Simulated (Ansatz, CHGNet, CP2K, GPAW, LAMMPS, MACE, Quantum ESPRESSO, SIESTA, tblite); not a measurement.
# Amorphous Ge (61 atoms): one structure in several programs

Wanted: errors and costs of other methods on amorphous Ge (61 atoms). A plane-wave run serves as the reference.

Main program and level: Ansatz 0.2.0; Kohn-Sham DFT, PBE, PAW, plane waves.

### Step 1. The starting structure

The cell holds 61 atoms: 61 Ge. Cell: a = 11.188 Å, b = 11.188 Å, c = 11.188 Å, α = 90.0°, β = 90.0°, γ = 90.0°. 61 atoms (61 Ge) placed at random at 5.25 g/cm³, melted at 3500 K for 10 ps at fixed volume with the Tersoff potential (Tersoff, Phys. Rev. B 39, 5566 (1989)). Quenched from 3500 K to 500 K at 3 K/ps and fixed volume, held 5 ps.

### Step 2. Reference: Ansatz, plane waves

The PAW files are the set soft_2.

Contents of input.yaml:

```yaml
crystal:
  lattice:
    - [11.1875, 0.0, 0.0]
    - [0.0, 11.1875, 0.0]
    - [0.0, 0.0, 11.1875]
  atoms:
    - { symbol: Ge, position: [0.52507, 0.56824, 0.21916] }
    - { symbol: Ge, position: [0.05605, 0.56356, 0.13471] }
    - { symbol: Ge, position: [0.72147, 0.08165, 0.46066] }
    - { symbol: Ge, position: [0.22971, 0.45591, 0.00843] }
    [... 51 atom lines left out ...]
    - { symbol: Ge, position: [0.87572, 0.59234, 0.53091] }
    - { symbol: Ge, position: [0.23844, 0.23171, 0.60454] }
    - { symbol: Ge, position: [0.38187, 0.50627, 0.8385] }
    - { symbol: Ge, position: [0.82429, 0.75041, 0.37549] }
    - { symbol: Ge, position: [0.21542, 0.80128, 0.88428] }
    - { symbol: Ge, position: [0.5715, 0.40861, 0.89648] }
kpoints:
  mp_grid: { grid: [1, 1, 1] }
hamiltonian:
  xc: pbe
scf:
  occupations: { method: fermi_dirac, width: 0.05 }
output:
  forces: true
  eigenvalues: true
  populations: true
  stress: true
```

On the command line:

```console
ansatz run input.yaml --threads 4 --pin off --max-ram 8192MiB --backend cpu --events-out ev --progress --plain --runs-dir out
```

Numbers of over 12 decimals in the logs are rounded to 6 here.

The log of the run:

```text
[...]
Pseudopotentials: kind: paw
Pseudopotential: Ge, paw, valence charge 14, recommended cutoff 420 eV (normal), Ge.paw.azcp
[...]
Crystal: 61 atoms, lattice volume = 1400.229 Å³
Basis set: ecut = 420 eV, 27369 PW (Γ), exchange–correlation on 150×150×150 points (8 copies of the dense FFT grid, shifted against one another)
Bands: 513, of which v1, the nominal top of the filled ones, is band 427 counted from 1 (426 counted from 0)
Symmetry: 1 space group operations
Space group: P1 (ITA 1), of the structure as read, at distance tolerance 1.1e-4 Å
k-points: 1
[...]
Initial density: superposition of atomic densities (neutral atoms: chi_scale 0, normalization atom), corrected by the library's trained network
Initial wavefunctions: pseudopotential atomic-orbital guess
[...]
SCF iter   1: F=—  HF=-261976.455205 eV  |F-HF|=—  |Δ(HF+E_count)|=         —  Δρ=4.20e-3  dr2=8.09e-1  ethr=1.77e-3  ⟨swp⟩=6.0  Hψ=1821  notcnv=0
preconditioner: auto → LDOS  [insulator: Δε(μ)=0.159 eV  Ē_g=22.191 eV  σ=0.050 eV  W_gap=0.66  n_scr=388 (ndim 8)  ℏωp=29.0 eV  f_vac=0.076  D(μ)=12.81/eV (n_scr^D=56)  ε∞_Penn≈2.7  β→1.0]
[...]
SCF iter   8: F=—  HF=-261976.279639 eV  |F-HF|=—  |Δ(HF+E_count)|=   6.25e-8  Δρ=2.56e-6  dr2=1.77e-7  ethr=2.06e-10  ⟨swp⟩=2.0  Hψ=628  notcnv=0  defer=66
SCF iter   9: F=-261976.279639 eV  HF=-261976.279639 eV  |F-HF|=8.56e-9  |Δ(HF+E_count)|=   4.31e-9  Δρ=8.87e-7  dr2=1.90e-8  ethr=1.17e-11  ⟨swp⟩=8.0  Hψ=1956  notcnv=0
SCF 1 converged in 9 iterations: F = -261976.279639 eV  dr2 = 1.90e-8
[...]
SCF converged after 9 iterations
Free energy (F): -261976.279639 eV
Harris-Foulkes:  -261976.279639 eV  (|F-HF|=8.56e-9)
Internal energy: -261976.146707 eV  (E = F + TS)
E sigma→0 (E₀):  -261976.213173 eV
Entropy (-TS):   -0.132932 eV (-2.179 meV/atom)
Fermi energy:    8.177625 eV
--- Per-component energies (eV) ---
[...]
Σ components = -261976.279639   (vs F -261976.279639, Δ=0.00e0)
--- Forces (eV/Å), atoms counted from 1 ---
  atom   1  Ge    -0.21947918     0.55860073     0.90508653
  atom   2  Ge    -0.82501445    -0.20105837    -0.78247197
  atom   3  Ge     0.83297693     0.04448252     0.86374901
  atom   4  Ge     0.73359916    -0.47565778    -0.69037264
[...]
atom  61  Ge     0.18399988     0.26155922     0.56124760
  max |Σ_I F_I| component: 9.62e-6 eV/Å
--- Stress (GPa, compression-positive) ---
        3.396738       0.144308      -0.211055
        0.144308       3.779819      -0.079122
       -0.211055      -0.079122       4.948359
  P = ⅓ Tr σ = 4.0416 GPa (40.416 kbar)
--- Band table (eV) ---
  k-point 0: bands = ["-16.7418", "-16.7003", "-16.6863", "-16.6813", [... 497 levels ...], "13.2831", "13.3100", "13.3457", "13.3628", "13.4392", "13.5049", "13.5533", "13.5855", "13.6102", "13.7097", "13.7520", "13.7723"]
--- Löwdin populations: 61 sites ---
  site symbol       q [e]
     0     Ge     13.9683
     1     Ge     13.9729
     2     Ge     14.0160
[...]
60     Ge     13.9943
  spilling = 0.001689 (of n_electrons = 854.000000)
```

Elapsed: 24 s, on 4 threads of Arm Neoverse V2, shared host; peak memory 2.1 GiB.

In the SCF lines HF is the Harris–Foulkes energy and dr2 the Hartree energy of the density residual, in eV; the loop may stop once dr2 is under the threshold and the program's other checks hold. Hψ counts applications of the Hamiltonian.

Read from the output:

```
free energy                             : -261976.2796 eV
free energy per atom                    : -4294.6931 eV/atom
SCF cycles                              : 9
pressure                                : 4.042 GPa
r.m.s. force component                  : 0.6372 eV/Å
longest force                           : 2.142 eV/Å
Fermi energy                            : 8.178 eV
levels partly filled by over 2 per cent : 3
spilling of the projection              : 0.001689
```

Neighbours are counted within 2.98 Å (Ge-Ge).

Length of the force by element and coordination:

| element | coordination | atoms | mean length of the force (eV/Å) | spread | least | most |
| --- | --- | --- | --- | --- | --- | --- |
| Ge | all | 61 | 1.01 | 0.434 | 0.195 | 2.14 |
| Ge | 4 | 53 | 0.985 | 0.421 | 0.195 | 2.14 |
| Ge | 5 | 8 | 1.21 | 0.466 | 0.696 | 2.11 |

The mean of these charges, 0.024 e, is only the charge that the projection spills.

Löwdin charges by element and coordination (they lack the spilled electrons, 0.024 e an atom on average):

| element | coordination | atoms | mean charge (e) | spread | least | most |
| --- | --- | --- | --- | --- | --- | --- |
| Ge | all | 61 | 0.0237 | 0.0303 | -0.0386 | 0.101 |
| Ge | 4 | 53 | 0.0279 | 0.0295 | -0.0386 | 0.101 |
| Ge | 5 | 8 | -0.0047 | 0.018 | -0.0289 | 0.0271 |

The levels nearest the highest filled one (over half full), pooled over k-points and spins:

| level less the highest filled one (eV) | occupation |
| --- | --- |
| -0.554 | 2 |
| -0.380 | 2 |
| -0.301 | 2.00 |
| -0.284 | 2.00 |
| -0.0806 | 1.91 |
| 0 | 1.60 |
| 0.129 | 0.469 |
| 0.292 | 0.023 |
| 0.392 | 0.003 |
| 0.426 | 0.002 |
| 0.605 | 0 |
| 0.621 | 0 |

### Step 3. Structure statistics

Density 5.25 g/cm³, 22.95 Å³ an atom.

Pair distribution function in bins of 0.2 Å:

| r (Å) | total |
| --- | --- |
| 2.20 | 0.06 |
| 2.40 | 3.26 |
| 2.60 | 2.34 |
| 2.80 | 0.35 |
| 3.00 | 0.06 |
| 3.20 | 0.17 |
| 3.40 | 0.23 |
| 3.60 | 0.78 |
| 3.80 | 1.69 |
| 4.00 | 2.13 |
| 4.20 | 1.50 |
| 4.40 | 1.16 |
| 4.60 | 0.96 |
| 4.80 | 0.90 |
| 5.00 | 0.66 |
| 5.20 | 0.83 |
| 5.40 | 0.91 |

Bonds by pair of elements; cutoffs follow the first minimum of g(r), held within bounds set by covalent radii, and pairs that aren't listed don't count as bonded:

| pair A-B | cutoff (Å) | bonds | mean length (Å) | spread (Å) | shortest (Å) | B about A | A about B |
| --- | --- | --- | --- | --- | --- | --- | --- |
| Ge-Ge | 2.98 | 126 | 2.51 | 0.111 | 2.30 | 4.13 | 4.13 |

How many atoms have how many bonded neighbours:

| element | mean | 4 | 5 |
| --- | --- | --- | --- |
| Ge | 4.13 | 53 | 8 |

Rings of the network by King's shortest-path rule, up to 12 atoms, one path for each pair of neighbours; H, halogens, alkali and alkaline-earth atoms are left out, and the last column divides by all other atoms, bonded or not:

| ring size (atoms) | rings | per network atom |
| --- | --- | --- |
| 3 | 1 | 0.016 |
| 4 | 4 | 0.066 |
| 5 | 31 | 0.508 |
| 6 | 61 | 1 |
| 7 | 27 | 0.443 |
| 8 | 2 | 0.033 |

### Step 4. The ladder

The programs:
- CHGNet: machine-learned potential, published weights.
- CP2K 2026.2: Gaussian basis with GTH pseudopotentials and a plane-wave density; labels give functional, basis (MOLOPT sets; SR short-range, UZH the newer set with its own potentials), grid cutoff/relative cutoff and solver (OT: orbital transformation; TRS4, TC2, SIGN: linear-scaling purification with its sparsity filter), or its built-in tight binding.
- GPAW 26.7.0: PAW with atomic orbitals (LCAO), plane waves or a real-space grid of spacing h.
- MACE: machine-learned potential, published weights.
- Quantum ESPRESSO 7.5: plane waves; labels (QE) give functional, pseudopotential set and cutoffs of waves/density.
- SIESTA 5.4.2: numerical atomic orbitals, whose automatically made sets are far from complete, with PseudoDojo norm-conserving potentials that we converted to its format (checked against plane waves on the same files for H, C, O, Si, Ge and Ca alone); labels give functional, basis size, energy shift and mesh cutoff.
- tblite 0.8.0: extended tight binding, driven from Python.

All use the same cell and atoms; the electronic-structure runs use the same k-mesh, and an electronic temperature of 580 K (0.05 eV) where levels are smeared.

Differences are against the plane-wave reference, forces as r.m.s. over components; share is that over the reference's r.m.s. force, slope the least-squares factor from reference forces to these. Total energies of different programs have different zeros and aren't compared.

| run | Δ force, r.m.s. (meV/Å) | share (%) | slope | Δ pressure (GPa) | cores | CPU time | memory (GiB) |
| --- | --- | --- | --- | --- | --- | --- | --- |
| reference | - | - | - | - | 4 | 91 s | 2.1 |
| CHGNet 0.3.0 potential | 340 | 53.4 | 0.551 | -0.535 | 1 | 2.8 s | 0.62 |
| CHGNet r2SCAN potential | 506 | 79.3 | 0.227 | -3.85 | 1 | 2.7 s | 0.61 |
| CP2K PBE+D4, DZVP-UZH, 350/50 Ry, diagonalisation | 51.9 | 8.15 | 0.985 | -1.35 | 2 | 1.9 min | 1.6 |
| CP2K PBE, DZVP-UZH, 175/50 Ry, diagonalisation (coarse) | 30.1 | 4.73 | 0.998 | 0.611 | 2 | 83 s | 0.84 |
| CP2K PBE, DZVP-UZH, 350/20 Ry, diagonalisation (coarse) | 31.5 | 4.95 | 0.996 | 0.664 | 2 | 75 s | 1.6 |
| CP2K PBE, DZVP-UZH, 350/50 Ry, diagonalisation | 30.1 | 4.73 | 0.998 | 0.611 | 2 | 1.9 min | 1.6 |
| CP2K PBE, DZVP-UZH, 489/50 Ry, diagonalisation | 30.1 | 4.73 | 0.998 | 0.611 | 4 | 2.8 min | 3.9 |
| CP2K PBE, TZV2P-MOLOPT (SR for Ge), 350/50 Ry, diagonalisation | 18.6 | 2.92 | 0.993 | 0.509 | 4 | 2 min | 3.2 |
| CP2K PBE, TZVP-UZH, 350/50 Ry, diagonalisation | 25.3 | 3.98 | 1.001 | 0.433 | 4 | 2.3 min | 3.1 |
| CP2K PBEsol, PBE potentials, DZVP-UZH, 350/50 Ry, diagonalisation | 37.2 | 5.84 | 1.007 | -0.119 | 2 | 1.9 min | 1.6 |
| CP2K r2SCAN, SCAN potentials, DZVP-UZH(SCAN), 600/50 Ry, diagonalisation | 198 | 31.1 | 0.880 | -5.70 | 2 | 6 min | 4.1 |
| GPAW PBE, LCAO dzp, h 0.15 Å | 70.0 | 11.0 | 1.087 | - | 1 | 5.7 min | 3.1 |
| GPAW PBE, LCAO dzp, h 0.2 Å | 70.3 | 11.0 | 1.087 | - | 1 | 2.6 min | 1.4 |
| GPAW PBE, LCAO dzp, h 0.2 Å, other mixer settings | 70.0 | 11.0 | 1.086 | - | 1 | 3.3 min | 1.3 |
| GPAW PBE, LCAO sz(dzp), h 0.2 Å (coarse) | 244 | 38.3 | 1.306 | - | 1 | 47 s | 1.0 |
| MACE MPA-0 medium potential | 208 | 32.7 | 0.864 | -0.675 | 1 | 6.6 s | 0.76 |
| QE PBE+D3(BJ), sssp-1.3.0-efficiency, 45/360 Ry | 23.9 | 3.75 | 0.990 | -2.16 | 4 | 11 min | 4.1 |
| QE PBE, sssp-1.3.0-efficiency, 45/360 Ry | 2.16 | 0.339 | 0.999 | -0.233 | 4 | 11 min | 4.1 |
| SIESTA PBE, TZP, shift 0.01 Ry, mesh 300 Ry | 100.0 | 15.7 | 1.076 | 1.57 | 2 | 7.1 min | 1.7 |
| tblite GFN1-xTB | 173 | 27.2 | 0.816 | 1.50 | 1 | 5.1 s | 0.13 |

Rows marked coarse were listed beforehand as settings not expected to be converged; some can still land near the reference.

Times of the machine-learned potentials are mostly Python's start and the loading of weights.

CPU time is summed over cores on a shared host, where runs went side by side, so it is rough. Symmetry, cutoffs, thresholds, outputs and thread counts weren't matched or tuned between programs; memory under MPI is the largest rank's times the ranks.

Runs without a result: CP2K GFN1-xTB, diagonalisation (not converged, the SCF not settling).

Within one program, basis, potentials and functional, energies share a zero. Each run against its twin at the usual cutoff or grid and solver:

| run | twin | Δ energy (meV/atom) | Δ force, r.m.s. (meV/Å) | CPU time over the twin's |
| --- | --- | --- | --- | --- |
| CP2K PBE, DZVP-UZH, 175/50 Ry, diagonalisation | DZVP-UZH, 350/50 Ry, diagonalisation | -0.0011 | 0.185 | 0.74 |
| CP2K PBE, DZVP-UZH, 350/20 Ry, diagonalisation | DZVP-UZH, 350/50 Ry, diagonalisation | -1.33 | 8.18 | 0.67 |
| CP2K PBE, DZVP-UZH, 489/50 Ry, diagonalisation | DZVP-UZH, 350/50 Ry, diagonalisation | 0 | 0.007 | 1.5 (this twin ran on 2 cores) |
| GPAW PBE, LCAO dzp, h 0.15 Å | LCAO dzp, h 0.2 Å | -7.21 | 9.89 | 2.2 |
| GPAW PBE, LCAO dzp, h 0.2 Å, other mixer settings | LCAO dzp, h 0.2 Å | 0 | 1.08 | 1.3 |

### Step 5. Results

| Item | Value |
| --- | --- |
| reference r.m.s. force component | 0.637 eV/Å |
| nearest in forces | QE PBE, sssp-1.3.0-efficiency, 45/360 Ry, 0.34 % |
| farthest in forces | CHGNet r2SCAN potential, 79 % |
| cheapest electronic-structure run beside the reference | tblite GFN1-xTB, 5.1 s of CPU time |

**Reading.** PBE on plane waves or a grid with other potentials, cutoffs or grids, coarse settings apart, differs from the reference by 0.34 % (QE PBE, sssp-1.3.0-efficiency, 45/360 Ry) of the r.m.s. force; this holds the reference's own error, so differences of a few per cent don't tell which side is nearer the exact PBE result (QE's 45 Ry are 612 eV, against the reference's 420 eV). The PBE runs in local orbitals, coarse settings apart, differ by 2.9 % (CP2K PBE, TZV2P-MOLOPT (SR for Ge), 350/50 Ry, diagonalisation) to 16 % (SIESTA PBE, TZP, shift 0.01 Ry, mesh 300 Ry); basis, grid and potentials can all enter. Tight binding differs by 27 % (tblite GFN1-xTB); it is another model, with fitted parameters of its own, and the xTB methods hold dispersion. Machine-learned potentials differ by 33 % (MACE MPA-0 medium potential) to 79 % (CHGNet r2SCAN potential); they were trained on other programs' data, some at another functional. Among those trained on PBE data the slope goes as low as 0.55, with a correlation of 0.89, so directions differ as well as sizes. Rows with another functional or a dispersion term differ by 3.7 % (QE PBE+D3(BJ), sssp-1.3.0-efficiency, 45/360 Ry) to 31 % (CP2K r2SCAN, SCAN potentials, DZVP-UZH(SCAN), 600/50 Ry, diagonalisation), which mixes the change of model with differences of basis and potentials, some of them made for another functional. Runs with settings chosen to be coarse differ by 4.7 % (CP2K PBE, DZVP-UZH, 175/50 Ry, diagonalisation) to 38 % (GPAW PBE, LCAO sz(dzp), h 0.2 Å), their programs' other errors included. One electronic-structure run takes under half the reference's CPU time: tblite GFN1-xTB, at 27 % in 5.1 s against 91 s. GPAW PBE, LCAO sz(dzp), h 0.2 Å stiffens the forces by a factor of 1.31 while following their directions (correlation 0.985); the slopes of the 4 GPAW runs lie between 1.09 and 1.31. In pressure, SIESTA PBE, TZP, shift 0.01 Ry, mesh 300 Ry misses by +1.6 GPa, at the same functional. In the reference: counting bands leaves a spacing of only 0.13 eV (at Γ alone), which the smearing bridges: 3 levels are partly filled by over 2 %, so a gap, if any, is small at this level. In the reference: Löwdin charges run from -0.04 to +0.10 e, about a mean that is the spilled charge alone. Periodic xTB results under one method name differ between programs and library versions. The potentials hold different valence shells: 854 electrons in the reference, 244 in GPAW and 244 in CP2K with TZVP-UZH; this bears on time and differences. GPAW's setups keep the filled d shell of Ge in the core. Machine-learned potentials mimic data converged in k, so the reference's own k-point error enters their differences. The quench rate of 3 K/ps is many orders above laboratory rates, so the cell is likely richer in defects and strain than a real sample. The network of bonds at the start is that of the classical potential that made the cell, and needn't be the one that DFT or experiment would give. The electronic-structure runs sample only Γ, in a cell whose shortest periodic width is 11 Å, which is coarse for a cell with partly filled levels.

[Also dropped from logs without a mark: logging warnings of Python, and SIESTA's first energy breakdown and zero terms.]

[Logs are printed without paths, hosts, clocks, repeated set-up lines and the standing remarks that a program may print on its own settings, such as how far it seeks lower states.]

[Hosts, paths, dates, database ids (printed as entryN), source tags and the programs' standing remarks are cut or masked in the printed files.]
